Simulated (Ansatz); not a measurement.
# Dielectric response of MgS (110) films, part 3 of 5

How well do thin rocksalt MgS (110) films screen a perpendicular field?

Ansatz 0.2.0; plane-wave DFT, PBE, Ansatz PAW (set soft_1); PAW set soft_1 (the session's first sound run).

So far. Step 8 (Response with the atoms relaxed, 10 atoms, units 5): The induced dipole is that of a conductor 9.73 Å thick. Step 9 (Relaxing the slab, 16 atoms, units 8): The gap is 1.77 eV, with the valence edge 5.08 eV and the conduction edge 3.30 eV under the upper vacuum level.

## (10) Single point, 16 atoms, units 8, field 0.05 V/Å

The input, input.yaml:

```yaml
crystal:
  lattice:
    - [3.67695526, 0.0, 0.0]
    - [0.0, 5.2, 0.0]
    - [0.0, 0.0, 30.8693434176]
  atoms:
    - { symbol: Mg, position: [0.5, 0.5, 0.2980945527] }
    - { symbol: S, position: [0.5, 0.0, 0.2873121449] }
    - { symbol: Mg, position: [0.0, 0.0, 0.3433397705] }
    - { symbol: S, position: [0.0, 0.5, 0.350624392] }
    - { symbol: Mg, position: [0.5, 0.5, 0.4129720428] }
    - { symbol: S, position: [0.5, 0.0, 0.4089253946] }
    - { symbol: Mg, position: [0.0, 0.0, 0.4676362962] }
    - { symbol: S, position: [0.0, 0.5, 0.4707352154] }
    - { symbol: Mg, position: [0.5, 0.5, 0.5323637051] }
    - { symbol: S, position: [0.5, 0.0, 0.5292647834] }
    - { symbol: Mg, position: [0.0, 0.0, 0.5870279594] }
    - { symbol: S, position: [0.0, 0.5, 0.5910746024] }
    - { symbol: Mg, position: [0.5, 0.5, 0.6566602316] }
    - { symbol: S, position: [0.5, 0.0, 0.649375606] }
    - { symbol: Mg, position: [0.0, 0.0, 0.7019054484] }
    - { symbol: S, position: [0.0, 0.5, 0.7126878545] }
kpoints:
  mp_grid: { grid: [8, 6, 1] }
hamiltonian:
  xc: pbe
  pseudopotentials: { kind: paw, azcp: { folder: soft_1 } }
scf:
  occupations: { method: fixed }
  convergence: { dr2_threshold: 1.0e-10 }
efield:
  axis: 3
  dipole_correction: true
  ramp_position: 0.97
  ramp_width: 0.06
  amplitude: 0.05
output:
  write_potential: true
  write_density: true
  volumetric_format: npy
```

The run is started by

```console
$ ansatz run input.yaml --threads 4 --pin off --max-ram 8192MiB --backend cpu --events-out ev --progress --plain --runs-dir out
```

Numbers of over 12 decimals in the logs are rounded to 6 here.

What it wrote:

```text
[...]
Crystal: 16 atoms, lattice volume = 590.227 Å³
Basis set: ecut = 420 eV, 11563 PW (Γ)
Bands: 80, of which v1, the nominal top of the filled ones, is band 64 counted from 1 (63 counted from 0)
Symmetry: 4 space group operations
k-points: 20 of 48
[...]
k-point 0: bands = [... 60 lower, 0.0599, 0.1962, 0.5930, 0.7065, 2.3871, 2.5177, 3.4346, 4.0505, ... 12 higher]
  k-point 1: bands = [... 60 lower, -0.0008, 0.0766, 0.5554, 0.6699, 2.7367, 2.8631, 3.6908, 4.2769, ... 12 higher]
  k-point 2: bands = [... 60 lower, -0.2016, -0.1497, 0.4913, 0.6063, 3.3122, 3.4545, 4.3841, 4.7329, ... 12 higher]
  k-point 19: bands = [... 60 lower, -0.4875, -0.4578, -0.2265, -0.1331, 4.0898, 4.1939, 5.2786, 5.3058, ... 12 higher]
[key lines of the parts left out:]
SCF converged after 13 iterations
Free energy (F): -22627.836771 eV
Fermi energy:    0.706538 eV
Dipole field:    D = 0.021186 V/Å  (p = 0.069104 e·Å, saw-weighted, corrected)
```

Elapsed: 27 s, on 4 threads of Intel Xeon Platinum 8488C (Sapphire Rapids), shared host; peak memory 1.7 GiB.

The dipole is 0.0691 e·Å, and the gap on the mesh 1.681 eV.

## (11) Atoms held, 16 atoms, units 8, field -0.05 V/Å

Edit input.yaml of step 10 so:

```diff
@@ -35,3 +35,3 @@
   ramp_width: 0.06
-  amplitude: 0.05
+  amplitude: -0.05
 output:
```

What it wrote:

```text
[...]
Crystal: 16 atoms, lattice volume = 590.227 Å³
Basis set: ecut = 420 eV, 11563 PW (Γ)
Bands: 80, of which v1, the nominal top of the filled ones, is band 64 counted from 1 (63 counted from 0)
Symmetry: 4 space group operations
k-points: 20 of 48
[...]
k-point 0: bands = [... 60 lower, 0.0599, 0.1962, 0.5930, 0.7066, 2.3871, 2.5177, 3.4346, 4.0505, ... 12 higher]
  k-point 1: bands = [... 60 lower, -0.0008, 0.0766, 0.5554, 0.6699, 2.7366, 2.8632, 3.6908, 4.2769, ... 12 higher]
  k-point 2: bands = [... 60 lower, -0.2015, -0.1497, 0.4912, 0.6063, 3.3121, 3.4545, 4.3841, 4.7329, ... 12 higher]
  k-point 19: bands = [... 60 lower, -0.4875, -0.4578, -0.2266, -0.1330, 4.0897, 4.1939, 5.2785, 5.3058, ... 12 higher]
[key lines of the parts left out:]
SCF converged after 13 iterations
Free energy (F): -22627.836771 eV
Fermi energy:    0.706571 eV
Dipole field:    D = -0.021181 V/Å  (p = -0.069089 e·Å, saw-weighted, corrected)
```

Run time: 24 s. Hardware: 4 threads; peak memory 1.7 GiB; 93 s of CPU time.

The dipole is -0.0691 e·Å, and the gap on the mesh 1.681 eV.

## (12) Response with the atoms held, 16 atoms, units 8

This step: plane-wave DFT, PBE, Ansatz PAW (set soft_1); response to a field along the normal, atoms held; PAW set soft_1 (Ansatz 0.2.0).

Local field over the applied field, running mean. From the potentials at -0.05 and 0.05 V/Å; running mean over 1.838 Å, taken twice. The local field over applied field by z:

z (Å), local field over applied field and a bar from the least value:
```
      4.5      0.997 ##############################
      5.0      0.992 ##############################
      5.5      0.978 #############################
      6.0      0.947 ############################
      6.5      0.881 ##########################
      7.0      0.772 ######################
      7.5      0.622 #################
      8.0      0.454 ###########
      8.5      0.303 ######
      9.0      0.199 ##
      9.5      0.151 
     10.0      0.147 
     10.5      0.163 #
     11.0      0.179 #
     11.5      0.185 #
     12.0      0.183 #
     12.5      0.179 #
     13.0      0.176 #
     13.5      0.176 #
     14.0      0.178 #
     14.5      0.180 #
     15.0      0.182 #
     15.5      0.182 #
     16.0      0.182 #
     16.5      0.179 #
     17.0      0.177 #
     17.5      0.175 #
     18.0      0.176 #
     18.5      0.180 #
     19.0      0.184 #
     19.5      0.184 #
     20.0      0.175 #
     20.5      0.159 
     21.0      0.145 
     21.5      0.159 
     22.0      0.221 ###
     22.5      0.339 #######
     23.0      0.498 ############
     23.5      0.664 ##################
     24.0      0.805 #######################
     24.5      0.902 ###########################
     25.0      0.958 #############################
     25.5      0.983 #############################
     26.0      0.994 ##############################
     26.5      0.998 ##############################
```

The induced dipole is that of a conductor 13.08 Å thick.

## (13) Relaxing the slab, 24 atoms, units 12

This step: plane-wave DFT, PBE, Ansatz PAW (set soft_1); PAW set soft_1 (Ansatz 0.2.0).

System of this step: MgS (110), 12 units. The cell holds 24 atoms: 12 Mg and 12 S. Cell: a = 3.677 Å, b = 5.200 Å, c = 38.223 Å, α = 90.0°, β = 90.0°, γ = 90.0°. It derives from MgS (rocksalt MgS). Vacuum lies along c.

The next thickness, treated alike, so that differences show the interior and the faces cancel.

The input, input.yaml:

```yaml
crystal:
  lattice:
    - [3.67695526, 0.0, 0.0]
    - [0.0, 5.2, 0.0]
    - [0.0, 0.0, 38.2232539419]
  atoms:
    - { symbol: Mg, position: [0.5, 0.5, 0.2354587606] }
    - { symbol: S, position: [0.5, 0.0, 0.2354587606] }
    - { symbol: Mg, position: [0.0, 0.0, 0.2835571678] }
    - { symbol: S, position: [0.0, 0.5, 0.2835571678] }
    - { symbol: Mg, position: [0.5, 0.5, 0.3316555749] }
    - { symbol: S, position: [0.5, 0.0, 0.3316555749] }
    - { symbol: Mg, position: [0.0, 0.0, 0.3797539821] }
    - { symbol: S, position: [0.0, 0.5, 0.3797539821] }
    - { symbol: Mg, position: [0.5, 0.5, 0.4278523893] }
    - { symbol: S, position: [0.5, 0.0, 0.4278523893] }
    - { symbol: Mg, position: [0.0, 0.0, 0.4759507964] }
    - { symbol: S, position: [0.0, 0.5, 0.4759507964] }
    - { symbol: Mg, position: [0.5, 0.5, 0.5240492036] }
    - { symbol: S, position: [0.5, 0.0, 0.5240492036] }
    - { symbol: Mg, position: [0.0, 0.0, 0.5721476107] }
    - { symbol: S, position: [0.0, 0.5, 0.5721476107] }
    - { symbol: Mg, position: [0.5, 0.5, 0.6202460179] }
    - { symbol: S, position: [0.5, 0.0, 0.6202460179] }
    - { symbol: Mg, position: [0.0, 0.0, 0.6683444251] }
    - { symbol: S, position: [0.0, 0.5, 0.6683444251] }
    - { symbol: Mg, position: [0.5, 0.5, 0.7164428322] }
    - { symbol: S, position: [0.5, 0.0, 0.7164428322] }
    - { symbol: Mg, position: [0.0, 0.0, 0.7645412394] }
    - { symbol: S, position: [0.0, 0.5, 0.7645412394] }
kpoints:
  mp_grid: { grid: [8, 6, 1] }
hamiltonian:
  xc: pbe
  pseudopotentials: { kind: paw, azcp: { folder: soft_1 } }
scf:
  occupations: { method: fixed }
  convergence: { dr2_threshold: 1.0e-09 }
efield:
  axis: 3
  dipole_correction: true
  ramp_position: 0.97
  ramp_width: 0.06
relax:
  f_tol: 0.003
  max_steps: 100
output:
  eigenvalues: true
  dos: { projected: true, e_range: [-7, 7] }
  write_potential: true
  write_density: true
  volumetric_format: npy
checkpoint:
  write: rel12.run
  compress: false
  write_wavefunctions: false
```

What it wrote:

```text
[...]
Crystal: 24 atoms, lattice volume = 730.835 Å³
Basis set: ecut = 420 eV, 14291 PW (Γ), exchange–correlation on 50×72×512 points (8 copies of the dense FFT grid, shifted against one another)
Bands: 120, of which v1, the nominal top of the filled ones, is band 96 counted from 1 (95 counted from 0)
Symmetry: 4 space group operations
k-points: 20 of 48
[...]
- { symbol: S, position: [0.5, 0.0, 0.620897] }
    - { symbol: Mg, position: [-1.2025856646859034e-18, 0.0, 0.667650] }
    - { symbol: S, position: [3.654084790585725e-18, 0.5, 0.670455] }
    - { symbol: Mg, position: [0.5, 0.5, 0.723373] }
    - { symbol: S, position: [0.5, 0.0, 0.717756] }
    - { symbol: Mg, position: [-7.519585144654556e-18, 0.0, 0.760198] }
    - { symbol: S, position: [7.22639034542297e-18, 0.5, 0.768716] }
[key lines of the parts left out:]
SCF converged after 6 iterations
Free energy (F): -33942.810527 eV
Fermi energy:    1.857006 eV
Dipole field:    D = -0.000000 V/Å  (p = -0.000000 e·Å, saw-weighted, corrected)
Work function:   Φ+ = 5.0602 eV   Φ− = 5.0601 eV
```

Wall time 3.7 min (4 threads); peak memory 2.6 GiB; 15 min of CPU time.

The steps of the relaxation:

| step | energy less that of the first step (eV) | largest force component (eV/Å) |
| --- | --- | --- |
| 1 | 0.0000 | 1.0263 |
| 2 | -0.3268 | 0.4121 |
| 3 | -0.3872 | 0.1104 |
| 4 | -0.3920 | 0.0242 |
| 5 | -0.3924 | 0.0036 |
| 6 | -0.3924 | 0.0012 |

The run keeps the 4 symmetry operations that it works with, so distortions that break them were not tested.

The atoms that moved most (Å):

| atom | dx | dy | dz | length |
| --- | --- | --- | --- | --- |
| Mg21 | 0.000 | 0.000 | 0.265 | 0.265 |
| Mg3 | 0.000 | 0.000 | -0.265 | 0.265 |
| Mg1 | 0.000 | 0.000 | 0.166 | 0.166 |
| Mg23 | 0.000 | 0.000 | -0.166 | 0.166 |
| S24 | 0.000 | 0.000 | 0.160 | 0.160 |
| S2 | 0.000 | 0.000 | -0.160 | 0.160 |
| Mg7 | 0.000 | 0.000 | -0.090 | 0.090 |
| Mg17 | 0.000 | 0.000 | 0.090 | 0.090 |

Running mean over 1.838 Å of the planar mean; the ramp of the sawtooth is left out. Table of electron's electrostatic potential energy less the highest filled level by z:

z (Å), electron's electrostatic potential energy less the highest filled level (eV) and a bar from the least value:
```
        4       5.06 ##############################
        5       5.06 ##############################
        6       5.03 ##############################
        7       4.64 #############################
        8       0.68 ##################
        9      -4.44 ####
       10      -5.86 
       11      -4.42 ####
       12      -3.89 #####
       13      -4.64 ###
       14      -4.76 ###
       15      -4.40 ####
       16      -4.48 ####
       17      -4.61 ###
       18      -4.59 ###
       19      -4.39 ####
       20      -4.58 ####
       21      -4.63 ###
       22      -4.54 ####
       23      -4.30 ####
       24      -4.68 ###
       25      -4.77 ###
       26      -4.19 #####
       27      -4.06 #####
       28      -5.54 #
       29      -4.85 ###
       30      -0.91 ##############
       31       4.27 ############################
       32       5.01 ##############################
       33       5.06 ##############################
       34       5.06 ##############################
```

The relaxation took 6 steps and lowered the energy by 0.39 eV; the largest force on the free atoms ends at 0.0012 eV/Å.

The gap is 1.79 eV, with the valence edge 5.06 eV and the conduction edge 3.27 eV under the upper vacuum level.

## (14) Atoms held, 24 atoms, units 12, field 0.05 V/Å

The input, input.yaml:

```yaml
crystal:
  lattice:
    - [3.67695526, 0.0, 0.0]
    - [0.0, 5.2, 0.0]
    - [0.0, 0.0, 38.2232539419]
  atoms:
    - { symbol: Mg, position: [0.5, 0.5, 0.2398023933] }
    - { symbol: S, position: [0.5, 0.0, 0.2312844907] }
    - { symbol: Mg, position: [0.0, 0.0, 0.2766273167] }
    - { symbol: S, position: [0.0, 0.5, 0.2822438023] }
    - { symbol: Mg, position: [0.5, 0.5, 0.3323502394] }
    - { symbol: S, position: [0.5, 0.0, 0.3295448198] }
    - { symbol: Mg, position: [0.0, 0.0, 0.3773933486] }
    - { symbol: S, position: [0.0, 0.5, 0.3791032219] }
    - { symbol: Mg, position: [0.5, 0.5, 0.4279487767] }
    - { symbol: S, position: [0.5, 0.0, 0.4269163847] }
    - { symbol: Mg, position: [0.0, 0.0, 0.475199575] }
    - { symbol: S, position: [0.0, 0.5, 0.4759768296] }
    - { symbol: Mg, position: [0.5, 0.5, 0.5248004248] }
    - { symbol: S, position: [0.5, 0.0, 0.5240231703] }
    - { symbol: Mg, position: [0.0, 0.0, 0.572051223] }
    - { symbol: S, position: [0.0, 0.5, 0.5730836148] }
    - { symbol: Mg, position: [0.5, 0.5, 0.6226066514] }
    - { symbol: S, position: [0.5, 0.0, 0.6208967777] }
    - { symbol: Mg, position: [0.0, 0.0, 0.6676497604] }
    - { symbol: S, position: [0.0, 0.5, 0.6704551801] }
    - { symbol: Mg, position: [0.5, 0.5, 0.7233726836] }
    - { symbol: S, position: [0.5, 0.0, 0.7177561982] }
    - { symbol: Mg, position: [0.0, 0.0, 0.7601976068] }
    - { symbol: S, position: [0.0, 0.5, 0.7687155102] }
kpoints:
  mp_grid: { grid: [8, 6, 1] }
hamiltonian:
  xc: pbe
  pseudopotentials: { kind: paw, azcp: { folder: soft_1 } }
scf:
  occupations: { method: fixed }
  convergence: { dr2_threshold: 1.0e-10 }
efield:
  axis: 3
  dipole_correction: true
  ramp_position: 0.97
  ramp_width: 0.06
  amplitude: 0.05
output:
  write_potential: true
  write_density: true
  volumetric_format: npy
```

What it wrote:

```text
[...]
Crystal: 24 atoms, lattice volume = 730.835 Å³
Basis set: ecut = 420 eV, 14291 PW (Γ)
Bands: 120, of which v1, the nominal top of the filled ones, is band 96 counted from 1 (95 counted from 0)
Symmetry: 4 space group operations
k-points: 20 of 48
[...]
k-point 0: bands = [... 92 lower, 1.3638, 1.4364, 1.7659, 1.9479, 3.5579, 3.7410, 4.3882, 4.8301, ... 20 higher]
  k-point 1: bands = [... 92 lower, 1.2391, 1.3185, 1.7284, 1.9113, 3.8998, 4.0901, 4.6655, 5.0829, ... 20 higher]
  k-point 2: bands = [... 92 lower, 1.0304, 1.0948, 1.6647, 1.8481, 4.4706, 4.6767, 5.4256, 5.7411, ... 20 higher]
  k-point 19: bands = [... 92 lower, 0.7493, 0.7946, 0.9756, 1.1284, 5.2544, 5.4251, 6.1631, 6.2025, ... 20 higher]
[key lines of the parts left out:]
SCF converged after 13 iterations
Free energy (F): -33942.812569 eV
Fermi energy:    1.947910 eV
Dipole field:    D = 0.025025 V/Å  (p = 0.101070 e·Å, saw-weighted, corrected)
```

Elapsed: 51 s, on 4 threads; peak memory 2.9 GiB.

The dipole is 0.101 e·Å, and the gap on the mesh 1.610 eV.

## (15) Single point, 24 atoms, units 12, field -0.05 V/Å

Edit input.yaml of step 14 so:

```diff
@@ -43,3 +43,3 @@
   ramp_width: 0.06
-  amplitude: 0.05
+  amplitude: -0.05
 output:
```

What it wrote:

```text
[...]
Crystal: 24 atoms, lattice volume = 730.835 Å³
Basis set: ecut = 420 eV, 14291 PW (Γ)
Bands: 120, of which v1, the nominal top of the filled ones, is band 96 counted from 1 (95 counted from 0)
Symmetry: 4 space group operations
k-points: 20 of 48
[...]
k-point 0: bands = [... 92 lower, 1.3638, 1.4364, 1.7659, 1.9479, 3.5579, 3.7410, 4.3882, 4.8301, ... 20 higher]
  k-point 1: bands = [... 92 lower, 1.2391, 1.3185, 1.7284, 1.9113, 3.8998, 4.0901, 4.6655, 5.0829, ... 20 higher]
  k-point 2: bands = [... 92 lower, 1.0304, 1.0948, 1.6647, 1.8481, 4.4705, 4.6768, 5.4256, 5.7411, ... 20 higher]
  k-point 19: bands = [... 92 lower, 0.7493, 0.7946, 0.9755, 1.1285, 5.2544, 5.4251, 6.1630, 6.2025, ... 20 higher]
[key lines of the parts left out:]
SCF converged after 13 iterations
Free energy (F): -33942.812569 eV
Fermi energy:    1.947931 eV
Dipole field:    D = -0.025022 V/Å  (p = -0.101059 e·Å, saw-weighted, corrected)
```

It took 50 s on 4 threads; peak memory 2.9 GiB; 3.3 min of CPU time.

The dipole is -0.101 e·Å, and the gap on the mesh 1.610 eV.

## (16) Response with the atoms held, 24 atoms, units 12

This step: plane-wave DFT, PBE, Ansatz PAW (set soft_1); response to a field along the normal, atoms held; PAW set soft_1 (Ansatz 0.2.0).

Local field over the applied field, running mean. From the potentials at -0.05 and 0.05 V/Å; running mean over 1.838 Å, taken twice. Local field over applied field against z:

z (Å), local field over applied field and a bar from the least value:
```
        4      0.999 ##############################
        5      0.991 ##############################
        6      0.944 ############################
        7      0.763 ######################
        8      0.443 ##########
        9      0.195 ##
       10      0.148 
       11      0.180 #
       12      0.183 #
       13      0.176 #
       14      0.179 #
       15      0.183 #
       16      0.183 #
       17      0.183 #
       18      0.184 #
       19      0.184 #
       20      0.184 #
       21      0.183 #
       22      0.183 #
       23      0.183 #
       24      0.181 #
       25      0.176 #
       26      0.181 #
       27      0.183 #
       28      0.155 
       29      0.168 #
       30      0.372 ########
       31      0.699 ###################
       32      0.918 ###########################
       33      0.987 ##############################
```

The induced dipole is that of a conductor 19.13 Å thick.

## (17) Field on, atoms free, 24 atoms, units 12, field 0.05 V/Å

This step: plane-wave DFT, PBE, Ansatz PAW (set soft_1); PAW set soft_1 (Ansatz 0.2.0).

The same pair of relaxations in the field for this thickness.

Edit input.yaml of step 15 so:

```diff
@@ -43,3 +43,6 @@
   ramp_width: 0.06
-  amplitude: -0.05
+  amplitude: 0.05
+relax:
+  f_tol: 0.0006
+  max_steps: 70
 output:
```

What it wrote:

```text
[...]
Crystal: 24 atoms, lattice volume = 730.835 Å³
Basis set: ecut = 420 eV, 14291 PW (Γ), exchange–correlation on 50×72×512 points (8 copies of the dense FFT grid, shifted against one another)
Bands: 120, of which v1, the nominal top of the filled ones, is band 96 counted from 1 (95 counted from 0)
Symmetry: 4 space group operations
k-points: 20 of 48
[...]
- { symbol: Mg, position: [0, 0.0, 0.572085] }
    - { symbol: S, position: [0, 0.5, 0.573047] }
    - { symbol: Mg, position: [0.5, 0.5, 0.622637] }
    - { symbol: S, position: [0.5, 0.0, 0.620864] }
    - { symbol: Mg, position: [0, 0.0, 0.667692] }
    - { symbol: S, position: [0, 0.5, 0.670405] }
    - { symbol: Mg, position: [0.5, 0.5, 0.723395] }
    - { symbol: S, position: [0.5, 0.0, 0.717742] }
    - { symbol: Mg, position: [0, 0.0, 0.760249] }
    - { symbol: S, position: [0, 0.5, 0.768659] }
[key lines of the parts left out:]
SCF converged after 5 iterations
Free energy (F): -33942.813407 eV
Fermi energy:    1.885162 eV
Dipole field:    D = 0.028506 V/Å  (p = 0.115133 e·Å, saw-weighted, corrected)
```

Wall time 1.7 min (4 threads); peak memory 2.3 GiB; 6.8 min of CPU time.

No atom moved by 0.005 Å in the relaxation.

The relaxation took 4 steps and lowered the energy by 3.5e-4 eV; the largest force on the free atoms ends at 1.0e-4 eV/Å.

The dipole is 0.115 e·Å, and the gap on the mesh 1.729 eV.

## (18) Relaxing in the field, 24 atoms, units 12, field -0.05 V/Å

The opposite sign, again from the field-free geometry; the difference of the two cancels what relaxes without a field.

Edit input.yaml of step 17 so:

```diff
@@ -43,3 +43,3 @@
   ramp_width: 0.06
-  amplitude: 0.05
+  amplitude: -0.05
 relax:
```

What it wrote:

```text
[...]
Crystal: 24 atoms, lattice volume = 730.835 Å³
Basis set: ecut = 420 eV, 14291 PW (Γ), exchange–correlation on 50×72×512 points (8 copies of the dense FFT grid, shifted against one another)
Bands: 120, of which v1, the nominal top of the filled ones, is band 96 counted from 1 (95 counted from 0)
Symmetry: 4 space group operations
k-points: 20 of 48
[...]
- { symbol: Mg, position: [0.5, 0.5, 0.622586] }
    - { symbol: S, position: [0.5, 0.0, 0.620915] }
    - { symbol: Mg, position: [0, 0.0, 0.667595] }
    - { symbol: S, position: [1.0086775323054542e-19, 0.5, 0.670513] }
    - { symbol: Mg, position: [0.5, 0.5, 0.723360] }
    - { symbol: S, position: [0.5, 0.0, 0.717754] }
    - { symbol: Mg, position: [-1.098451108641533e-19, 0.0, 0.760134] }
    - { symbol: S, position: [1.0497144884941409e-19, 0.5, 0.768776] }
[key lines of the parts left out:]
SCF converged after 5 iterations
Free energy (F): -33942.813407 eV
Fermi energy:    1.885162 eV
Dipole field:    D = -0.028506 V/Å  (p = -0.115133 e·Å, saw-weighted, corrected)
```

Wall time 1.8 min (4 threads); peak memory 2.3 GiB.

No atom moved by 0.005 Å in the relaxation.

The relaxation took 4 steps and lowered the energy by 3.5e-4 eV; the largest force on the free atoms ends at 1.0e-4 eV/Å.

The dipole is -0.115 e·Å, and the gap on the mesh 1.729 eV.

(Part 3 of 5 ends here.)

[Logs are printed without paths, hosts, clocks, repeated set-up lines and the standing remarks that a program may print on its own settings, such as how far it seeks lower states.]

[Hosts, paths, dates, database ids (printed as entryN), source tags and the programs' standing remarks are cut or masked in the printed files.]

[Maps of the electrostatic potential energy from Ansatz leave out the sawtooth potential of an applied field or a dipole correction, so their vacuum need not be flat; planar profiles and work functions include it.]
